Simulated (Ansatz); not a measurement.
**Optical response of Ca2BIN2 (model structure)**

Wanted: where Ca2BIN2 (model structure) starts to absorb, how strongly, and its refractive index. The cell was made here by substitution or stacking, whether or not such a phase is known. It was built so: All Br replaced by I and Sr replaced by Ca in the R-3m structure of Sr2BBrN2.

Program: Ansatz 0.2.0. Level of theory: DFT, PBE, plane-wave PAW, default files, scalar-relativistic, independent-particle optical response without local fields. Results are calculated unless marked as measured.

### Step 1. Starting point

Symmetry: R-3m, No. 166, trigonal system. Conventional cell: a = 4.053 Å, b = 4.053 Å, c = 26.067 Å, α = 90.00°, β = 90.00°, γ = 120.00°. I has 6 Ca at 3.23 Å nearest. Nearest to Ca lie 3 N at 2.47 Å and 3 B at 3.15 Å and 3 I at 3.23 Å. Nearest to N lie 1 B at 1.32 Å and 3 Ca at 2.47 Å. Nearest to B lie 2 N at 1.32 Å and 6 Ca at 3.15 Å. All Br replaced by I and Sr replaced by Ca in the R-3m structure of Sr2BBrN2. Farther neighbours and most contacts between anions are not listed.

Coordinates:

```cif
data_structure
_symmetry_space_group_name_H-M 'P 1'
_symmetry_Int_Tables_number 1
_cell_length_a 8.9987
_cell_length_b 8.9987
_cell_length_c 8.9987
_cell_angle_alpha 26.028
_cell_angle_beta 26.028
_cell_angle_gamma 26.028
_cell_volume 123.60
loop_
_atom_site_label
_atom_site_type_symbol
_atom_site_fract_x
_atom_site_fract_y
_atom_site_fract_z
_atom_site_occupancy
I1 I 0.00000 0.00000 0.00000 1
Ca2 Ca 0.75216 0.75216 0.75216 1
Ca3 Ca 0.24783 0.24783 0.24783 1
N4 N 0.55058 0.55058 0.55058 1
N5 N 0.44942 0.44942 0.44942 1
B6 B 0.50000 0.50000 0.50000 1
```

### Step 2. Relaxation

Spectra hang on bond lengths, so the cell is first brought to its minimum.

This step: DFT, PBE, plane-wave PAW, default files, scalar-relativistic, relaxation (Ansatz 0.2.0).

The input, input.yaml:

```yaml
crystal:
  lattice:
    - [2.02639849, 1.16994171, 8.68913915]
    - [-2.02639849, 1.16994171, 8.68913915]
    - [0.0, -2.33988343, 8.68913915]
  atoms:
    - { symbol: I, position: [0.0, 0.0, 0.0] }
    - { symbol: Ca, position: [0.752165, 0.752165, 0.752165] }
    - { symbol: Ca, position: [0.247835, 0.247835, 0.247835] }
    - { symbol: "N", position: [0.550578, 0.550578, 0.550578] }
    - { symbol: "N", position: [0.449422, 0.449422, 0.449422] }
    - { symbol: B, position: [0.5, 0.5, 0.5] }
kpoints:
  mp_grid: { grid: [7, 7, 7] }
scf:
  occupations: { method: fermi_dirac, width: 0.05 }
hamiltonian:
  xc: pbe
  pseudopotentials: { kind: paw }
output:
  forces: true
  stress: true
relax:
  f_tol: 0.02
  max_steps: 50
  cell: {}
```

Run with:

```bash
$ ansatz run input.yaml --threads 2 --pin off --max-ram 5120MiB --backend cpu --events-out ev --progress --plain --runs-dir out
```

Numbers of over 12 decimals in the logs are rounded to 6 here.

Log:

```text
basis.fft_grid_basis auto: the FFT boxes are laid along the combinations [[1, 0, -1], [0, 1, -1], [0, 0, 1]] of the cell's own vectors, 4.053, 4.053 and 8.999 Å long. The dense box has 30×30×64 points. Along the cell's own vectors, as sized, it would have 64×64×64, 4.55 times as many. Of the 12 symmetry operations that the crystal satisfies within crystal.symmetry.tolerance (time reversal apart; of a slab, those that [...]
Engine: ansatz 0.2.0, x86_64-unknown-linux-gnu
Pseudopotentials: kind: paw
Pseudopotential: I, paw, valence charge 17, recommended cutoff 420 eV (normal), I.paw.azcp
Pseudopotential: Ca, paw, valence charge 10, recommended cutoff 420 eV (normal), Ca.paw.azcp
Pseudopotential: N, paw, valence charge 5, recommended cutoff 420 eV (normal), N.paw.azcp
Pseudopotential: B, paw, valence charge 3, recommended cutoff 420 eV (normal), B.paw.azcp
Functional definition: PBE
  parameter kappa = 0.804
  parameter beta = 0.066725
  exchange = pbe_x(kappa = kappa, mu = beta*pi^2/3)
  correlation = pbe_c(beta = beta)
Crystal: 6 atoms, lattice volume = 123.600 Å³
Basis set: ecut = 420 eV, 2411 PW (Γ), FFT grids on a1−a3, a2−a3, a3, exchange–correlation on 60×60×128 points (8 copies of the dense FFT grid, shifted against one another)
Bands: 31, of which v1, the nominal top of the filled ones, is band 25 counted from 1 (24 counted from 0)
Symmetry: 12 space group operations
Space group: R-3m (ITA 166), of the structure as read, at distance tolerance 5.0e-5 Å
k-points: 44 of 343
Non-local potential: I, projectors of the file, l = 0: 2, l = 1: 2, l = 2: 2, l = 3: 2
Non-local potential: Ca, projectors of the file, l = 0: 3, l = 1: 2, l = 2: 2
Non-local potential: N, projectors of the file, l = 0: 2, l = 1: 2, l = 2: 1
Non-local potential: B, projectors of the file, l = 0: 2, l = 1: 2, l = 2: 1
PAW form: soft (Blöchl's): semilocal exchange-correlation on the pseudo side does not see the compensation charge
PAW one-centre angular grid: I, 590 points (default); XC on 64 Gauss nodes
PAW one-centre angular grid: Ca, 110 points (default); XC on 64 Gauss nodes
PAW one-centre angular grid: N, 110 points (default); XC on 64 Gauss nodes
PAW one-centre angular grid: B, 110 points (default); XC on 64 Gauss nodes
Initial density: superposition of atomic densities (neutral atoms: chi_scale 0, normalization atom), corrected by the library's trained network
Initial wavefunctions: pseudopotential atomic-orbital guess
Functional: x = pbe(κ = 0.804, μ = 0.219515), c = pbe(β = 0.066725)
SCF iter   1: F=—  HF=-12078.068368 eV  |F-HF|=—  |Δ(HF+E_count)|=         —  Δρ=1.28e-3  dr2=3.58e-3  ethr=1.77e-3  ⟨swp⟩=11.1  Hψ=8488  notcnv=0
preconditioner: auto → Resta (q_TF=auto, 2.346 Å⁻¹)  ε∞=3.9  [insulator: Δε(μ)=2.823 eV  Ē_g=9.540 eV  σ=0.050 eV  W_gap=1.00  n_scr=30 (ndim 8)  ℏωp=16.4 eV  f_vac=0.039  D(μ)=0.00/eV (n_scr^D=0)  ε∞_Penn≈3.9]
SCF iter   2: F=—  HF=-12078.069441 eV  |F-HF|=—  |Δ(HF+E_count)|=   1.07e-3  Δρ=7.28e-4  dr2=1.45e-3  ethr=7.16e-6  ⟨swp⟩=2.1  Hψ=2861  notcnv=0  defer=25
SCF iter   3: F=—  HF=-12078.069887 eV  |F-HF|=—  |Δ(HF+E_count)|=   4.46e-4  Δρ=2.96e-4  dr2=2.64e-4  ethr=2.90e-6  ⟨swp⟩=2.8  Hψ=2443  notcnv=0  defer=25
SCF iter   4: F=—  HF=-12078.069870 eV  |F-HF|=—  |Δ(HF+E_count)|=   1.72e-5  Δρ=1.31e-4  dr2=1.58e-5  ethr=5.27e-7  ⟨swp⟩=2.2  Hψ=1883  notcnv=0  defer=25
SCF iter   5: F=—  HF=-12078.069875 eV  |F-HF|=—  |Δ(HF+E_count)|=   5.25e-6  Δρ=4.41e-5  dr2=2.50e-6  ethr=3.16e-8  ⟨swp⟩=2.0  Hψ=2394  notcnv=0  defer=25
SCF iter   6: F=—  HF=-12078.069875 eV  |F-HF|=—  |Δ(HF+E_count)|=   1.33e-7  Δρ=2.14e-5  dr2=6.45e-7  ethr=5.00e-9  ⟨swp⟩=2.0  Hψ=1822  notcnv=0  defer=25
SCF iter   7: F=-12078.069875 eV  HF=-12078.069875 eV  |F-HF|=2.61e-8  |Δ(HF+E_count)|=   8.32e-8  Δρ=5.98e-6  dr2=4.06e-8  ethr=2.00e-10  ⟨swp⟩=3.0  Hψ=5323  notcnv=0
SCF 1 converged in 7 iterations: F = -12078.069875 eV  dr2 = 4.06e-8
  greatest PAW one-centre occupation: 0.999 electrons in one spin orbital (limit 2), on the I atom at site 0 (counted from 0), in its partial waves of l = 2
relax step   1: F+E_penalty+E_count = -12078.06987540 eV  Δ(F+E_penalty+E_count) = +0.000e0 eV  max|allowed force component| = 2.147e0 eV/Å  Δτ_max = 0.0000 Å  P = +0.705 GPa  Ω = 123.600 Å³  (7 SCF iters, dr2 threshold 1.00e-7 eV, accepted)
Crystal: 6 atoms, lattice volume = 120.759 Å³
Basis set: ecut = 420 eV, 2369 PW (Γ), FFT grids on a1−a3, a2−a3, a3, exchange–correlation on 60×60×128 points (8 copies of the dense FFT grid, shifted against one another)
Initial density: handed on by an earlier stage of this run
Initial wavefunctions: those handed on with the density
iter 1 solved again at ethr=8.06e-4 eV; its pass at ethr=3.10e-3 eV (dr2=4.03e-1 eV) is discarded
SCF iter   1: F=—  HF=-12078.331954 eV  |F-HF|=—  |Δ(HF+E_count)|=         —  Δρ=1.65e-2  dr2=4.05e-1  ethr=8.06e-4  ⟨swp⟩=1.6  Hψ=9528  notcnv=0
preconditioner: auto → Resta (q_TF=auto, 2.355 Å⁻¹)  ε∞=4.0  [insulator: Δε(μ)=1.892 eV  Ē_g=9.569 eV  σ=0.050 eV  W_gap=1.00  n_scr=30 (ndim 8)  ℏωp=16.6 eV  f_vac=0.002  D(μ)=0.00/eV (n_scr^D=0)  ε∞_Penn≈4.0]
SCF iter   2: F=—  HF=-12078.224137 eV  |F-HF|=—  |Δ(HF+E_count)|=   1.08e-1  Δρ=7.55e-3  dr2=7.69e-2  ethr=8.06e-4  ⟨swp⟩=2.9  Hψ=2535  notcnv=0
SCF iter   3: F=—  HF=-12078.209104 eV  |F-HF|=—  |Δ(HF+E_count)|=   1.50e-2  Δρ=1.95e-3  dr2=4.41e-3  ethr=1.54e-4  ⟨swp⟩=3.5  Hψ=2692  notcnv=0
SCF iter   4: F=—  HF=-12078.209912 eV  |F-HF|=—  |Δ(HF+E_count)|=   8.08e-4  Δρ=9.14e-4  dr2=1.16e-3  ethr=8.81e-6  ⟨swp⟩=2.0  Hψ=2013  notcnv=0
SCF iter   5: F=—  HF=-12078.209805 eV  |F-HF|=—  |Δ(HF+E_count)|=   1.07e-4  Δρ=2.61e-4  dr2=6.75e-5  ethr=2.32e-6  ⟨swp⟩=2.0  Hψ=1869  notcnv=0
SCF iter   6: F=—  HF=-12078.209865 eV  |F-HF|=—  |Δ(HF+E_count)|=   6.01e-5  Δρ=3.86e-5  dr2=4.06e-6  ethr=1.35e-7  ⟨swp⟩=2.0  Hψ=2211  notcnv=0
SCF iter   7: F=-12078.209869 eV  HF=-12078.209869 eV  |F-HF|=1.29e-8  |Δ(HF+E_count)|=   3.54e-6  Δρ=1.05e-5  dr2=3.19e-7  ethr=1.20e-9  ⟨swp⟩=5.0  Hψ=4922  notcnv=0
SCF 2 converged in 7 iterations: F = -12078.209869 eV  dr2 = 3.19e-7
relax step   2: F+E_penalty+E_count = -12078.20986897 eV  Δ(F+E_penalty+E_count) = -1.400e-1 eV  max|allowed force component| = 7.286e-1 eV/Å  Δτ_max = 0.1949 Å  P = +1.721 GPa  Ω = 120.759 Å³  energy of the carried Pulay correction = +2.999e-3 eV  (7 SCF iters, dr2 threshold 6.00e-7 eV, accepted)
Crystal: 6 atoms, lattice volume = 122.666 Å³
Basis set: ecut = 420 eV, 2449 PW (Γ), FFT grids on a1−a3, a2−a3, a3, exchange–correlation on 60×60×128 points (8 copies of the dense FFT grid, shifted against one another)
iter 1 solved again at ethr=2.48e-4 eV; its pass at ethr=3.10e-3 eV (dr2=1.24e-1 eV) is discarded
SCF iter   1: F=—  HF=-12078.335755 eV  |F-HF|=—  |Δ(HF+E_count)|=         —  Δρ=8.55e-3  dr2=1.28e-1  ethr=2.48e-4  ⟨swp⟩=2.0  Hψ=8853  notcnv=0
preconditioner: auto → Resta (q_TF=auto, 2.349 Å⁻¹)  ε∞=2.9  [insulator: Δε(μ)=2.937 eV  Ē_g=14.705 eV  σ=0.050 eV  W_gap=1.00  n_scr=30 (ndim 8)  ℏωp=20.1 eV  f_vac=0.042  D(μ)=0.00/eV (n_scr^D=0)  ε∞_Penn≈2.9]
SCF iter   2: F=—  HF=-12078.301534 eV  |F-HF|=—  |Δ(HF+E_count)|=   3.42e-2  Δρ=3.27e-3  dr2=1.22e-2  ethr=2.48e-4  ⟨swp⟩=3.2  Hψ=2665  notcnv=0
SCF iter   3: F=—  HF=-12078.300278 eV  |F-HF|=—  |Δ(HF+E_count)|=   1.26e-3  Δρ=1.13e-3  dr2=1.14e-3  ethr=2.44e-5  ⟨swp⟩=2.1  Hψ=2429  notcnv=0  defer=17
SCF iter   4: F=—  HF=-12078.300742 eV  |F-HF|=—  |Δ(HF+E_count)|=   4.64e-4  Δρ=3.79e-4  dr2=1.71e-4  ethr=2.27e-6  ⟨swp⟩=2.0  Hψ=1871  notcnv=0  defer=17
SCF iter   5: F=—  HF=-12078.300721 eV  |F-HF|=—  |Δ(HF+E_count)|=   2.08e-5  Δρ=1.23e-4  dr2=2.94e-5  ethr=3.43e-7  ⟨swp⟩=2.0  Hψ=1872  notcnv=0  defer=17
SCF iter   6: F=—  HF=-12078.300737 eV  |F-HF|=—  |Δ(HF+E_count)|=   1.60e-5  Δρ=3.86e-5  dr2=3.01e-6  ethr=5.88e-8  ⟨swp⟩=2.0  Hψ=1938  notcnv=0  defer=17
SCF iter   7: F=-12078.300741 eV  HF=-12078.300740 eV  |F-HF|=1.49e-7  |Δ(HF+E_count)|=   3.20e-6  Δρ=7.94e-6  dr2=9.85e-8  ethr=1.20e-9  ⟨swp⟩=5.0  Hψ=4899  notcnv=0
SCF 3 converged in 7 iterations: F = -12078.300741 eV  dr2 = 9.85e-8
relax step   3: F+E_penalty+E_count = -12078.30074055 eV  Δ(F+E_penalty+E_count) = -9.087e-2 eV  max|allowed force component| = 2.947e-2 eV/Å  Δτ_max = 0.0891 Å  P = -0.017 GPa  Ω = 122.666 Å³  energy of the carried Pulay correction = +9.781e-4 eV  (7 SCF iters, dr2 threshold 6.00e-7 eV, accepted)
[...]
relax step   4: F+E_penalty+E_count = -12078.30339609 eV  Δ(F+E_penalty+E_count) = -2.656e-3 eV  max|allowed force component| = 2.804e-2 eV/Å  Δτ_max = 0.0092 Å  P = -0.008 GPa  Ω = 122.667 Å³  energy of the carried Pulay correction = +9.774e-4 eV  (5 SCF iters, dr2 threshold 5.95e-7 eV, accepted)
[...]
relax step   5: F+E_penalty+E_count = -12078.30340980 eV  Δ(F+E_penalty+E_count) = -1.371e-5 eV  max|allowed force component| = 3.197e-3 eV/Å  Δτ_max = 0.0026 Å  P = +0.006 GPa  Ω = 122.743 Å³  energy of the carried Pulay correction = +8.974e-4 eV  (6 SCF iters, dr2 threshold 4.91e-8 eV, accepted)
[...]
relax step   6: F+E_penalty+E_count = -12078.30386488 eV  Δ(F+E_penalty+E_count) = -4.551e-4 eV  max|allowed force component| = 7.516e-3 eV/Å  Δτ_max = 0.0000 Å  P = +0.005 GPa  Ω = 122.743 Å³  stress off target by 6.27e-2 GPa  SCF on the basis re-selected at this cell (its energy is not comparable with the rows above)  (7 SCF iters)
[...]
relax step   7: F+E_penalty+E_count = -12078.30389876 eV  Δ(F+E_penalty+E_count) = -3.387e-5 eV  max|allowed force component| = 1.628e-3 eV/Å  Δτ_max = 0.0017 Å  P = +0.002 GPa  Ω = 122.783 Å³  energy of the carried Pulay correction = -1.657e-5 eV  (6 SCF iters, dr2 threshold 9.84e-9 eV, accepted)
iter 1 solved again at ethr=1.18e-7 eV; its pass at ethr=3.10e-3 eV (dr2=5.91e-5 eV) is discarded
SCF iter   1: F=—  HF=-12078.303830 eV  |F-HF|=—  |Δ(HF+E_count)|=         —  Δρ=4.76e-5  dr2=5.93e-8  ethr=1.18e-7  ⟨swp⟩=4.5  Hψ=12669  notcnv=0
preconditioner: auto → Resta (q_TF=auto, 2.349 Å⁻¹)  ε∞=3.9  [insulator: Δε(μ)=2.764 eV  Ē_g=9.563 eV  σ=0.050 eV  W_gap=1.00  n_scr=30 (ndim 8)  ℏωp=16.4 eV  f_vac=0.025  D(μ)=0.00/eV (n_scr^D=0)  ε∞_Penn≈3.9]
SCF iter   2: F=—  HF=-12078.303872 eV  |F-HF|=—  |Δ(HF+E_count)|=   4.17e-5  Δρ=2.41e-5  dr2=1.53e-8  ethr=1.19e-10  ⟨swp⟩=2.3  Hψ=2593  notcnv=0
SCF iter   3: F=—  HF=-12078.303890 eV  |F-HF|=—  |Δ(HF+E_count)|=   1.80e-5  Δρ=1.14e-6  dr2=9.88e-10  ethr=3.07e-11  ⟨swp⟩=2.0  Hψ=2150  notcnv=0
SCF iter   4: F=-12078.303890 eV  HF=-12078.303890 eV  |F-HF|=5.64e-11  |Δ(HF+E_count)|=   1.15e-8  Δρ=2.31e-7  dr2=4.88e-11  ethr=1.00e-12  ⟨swp⟩=3.3  Hψ=5433  notcnv=0
SCF 8 converged in 4 iterations: F = -12078.303890 eV  dr2 = 4.88e-11
relax step   8: F+E_penalty+E_count = -12078.30388961 eV  Δ(F+E_penalty+E_count) = +9.144e-6 eV  max|allowed force component| = 1.596e-3 eV/Å  Δτ_max = 0.0000 Å  P = +0.002 GPa  Ω = 122.783 Å³  stress off target by 8.37e-3 GPa  SCF on the basis re-selected at this cell (its energy is not comparable with the rows above)  (4 SCF iters)
basis re-selected at this cell: Δ(F+E_penalty+E_count) = +9.144e-6 eV, ΔP = +0.000 GPa vs the last step (what re-selecting the basis moved, of the pressure what is left beyond the Pulay correction that the steps carried, after the strain that the cell walked since its last selection, with what the two solves' SCF thresholds leave and, on support functions, any second-order correction that the steps lacked; it is no m [...]
SCF converged after 4 iterations
Free energy (F): -12078.303890 eV
Harris-Foulkes:  -12078.303890 eV  (|F-HF|=5.64e-11)
Internal energy: -12078.303890 eV  (E = F + TS)
E sigma→0 (E₀):  -12078.303890 eV
Fermi energy:    7.204907 eV
--- Per-component energies (eV) ---
  E_band       = -665.583490
  E_kinetic    = 1055.104824
  E_local      = -4023.001489  (includes V_loc(G=0)·N_el)
  E_nonlocal   = 141.394491
  E_hartree    = 1705.976417
  E_xc         = -555.878903
  E_vxc        = -662.941930  (∫ρ·V_xc dr)
  E_paw        = -6867.075944  (= ΣΔE_a)
  E_vpaw       = -588.092715  (= ΣTr[D̂ρ^β])
  E_aug_tail   = 0.000223  (compensation charges beyond the density's cutoff)
  E_ewald      = -3534.823507
  E_smearing   = -0.000000  (= −TS)
  E_closure    = -0.000000  (closes the sum)
  Σ components = -12078.303890   (vs F -12078.303890, Δ=0.00e0)
--- Forces (eV/Å), atoms counted from 1 ---
  atom   1  I     -0.00000000     0.00000000    -0.00000000
  atom   2  Ca     0.00000000    -0.00000000     0.00045272
  atom   3  Ca    -0.00000000     0.00000000    -0.00045272
  atom   4  N      0.00000000    -0.00000000     0.00159649
  atom   5  N     -0.00000000     0.00000000    -0.00159649
  atom   6  B      0.00000000     0.00000000    -0.00000000
  max |Σ_I F_I| component: 4.34e-19 eV/Å
--- Stress (GPa, compression-positive) ---
       -0.000951       0.000000       0.000000
        0.000000      -0.000951      -0.000000
        0.000000      -0.000000       0.008370
  P = ⅓ Tr σ = 0.0022 GPa (0.022 kbar)
--- Relaxed structure (6 steps of the walk, 6 accepted, 2 SCFs on fresh bases) ---
  F+E_penalty+E_count = -12078.30388961 eV   max|allowed force component| = 1.596e-3 eV/Å   (the final SCF, on the basis selected at the relaxed cell)
  cell:  # Å, volume = 122.7831 Å³
    - [1.974616, 1.140045, 9.090393]
    - [-1.974616, 1.140045, 9.090393]
    - [0, -2.280090, 9.090393]
  atoms:
    - { symbol: I, position: [0, 0, 0] }
    - { symbol: Ca, position: [0.756347, 0.756347, 0.756347] }
    - { symbol: Ca, position: [0.243653, 0.243653, 0.243653] }
    - { symbol: N, position: [0.549486, 0.549486, 0.549486] }
    - { symbol: N, position: [0.450514, 0.450514, 0.450514] }
    - { symbol: B, position: [0.5, 0.5, 0.5] }
```

It took 12 s on 2 threads of AMD EPYC 9R45, shared host; peak memory 0.57 GiB.

The steps of the relaxation:

```tsv
step	energy less that of the first step (eV)	largest force component (eV/Å)	pressure (GPa)	volume (Å³)
1	0.0000	2.1473	0.71	123.60
2	-0.1400	0.7286	1.72	120.76
3	-0.2309	0.0295	-0.02	122.67
4	-0.2335	0.0280	-0.01	122.67
5	-0.2335	0.0032	0.01	122.74
6*	-0.2340	0.0075	0.00	122.74
7	-0.2340	0.0016	0.00	122.78
8*	-0.2340	0.0016	0.00	122.78
```

Relaxation steps marked * repeat the geometry before them on a plane-wave basis chosen anew for their cell, so energy and pressure can jump there.

Forces are held to the 12 operations that the run works with; a distortion that breaks them can't arise in this run.

```tsv
conventional cell, symmetrised	before	after	change
a (Å)	4.053	3.949	-2.6 %
b (Å)	4.053	3.949	-2.6 %
c (Å)	26.067	27.271	+4.6 %
volume (Å³/atom)	20.60	20.46	-0.7 %
```

The atoms that moved most (Å, as changes of fractional coordinates times the final cell):

```tsv
atom	dx	dy	dz	length
Ca3	0.000	0.000	-0.114	0.114
Ca2	0.000	0.000	0.114	0.114
N4	0.000	0.000	-0.030	0.030
N5	0.000	0.000	0.030	0.030
```

The relaxation ends with a largest force component of 0.0016 eV/Å and a pressure of 0.00 GPa.

[end of part 1 of 3]

[Logs are printed without paths, hosts, clocks, repeated set-up lines and the standing remarks that a program may print on its own settings, such as how far it seeks lower states.]

[Hosts, paths, dates, database ids (printed as entryN), source tags and the programs' standing remarks are cut or masked in the printed files.]
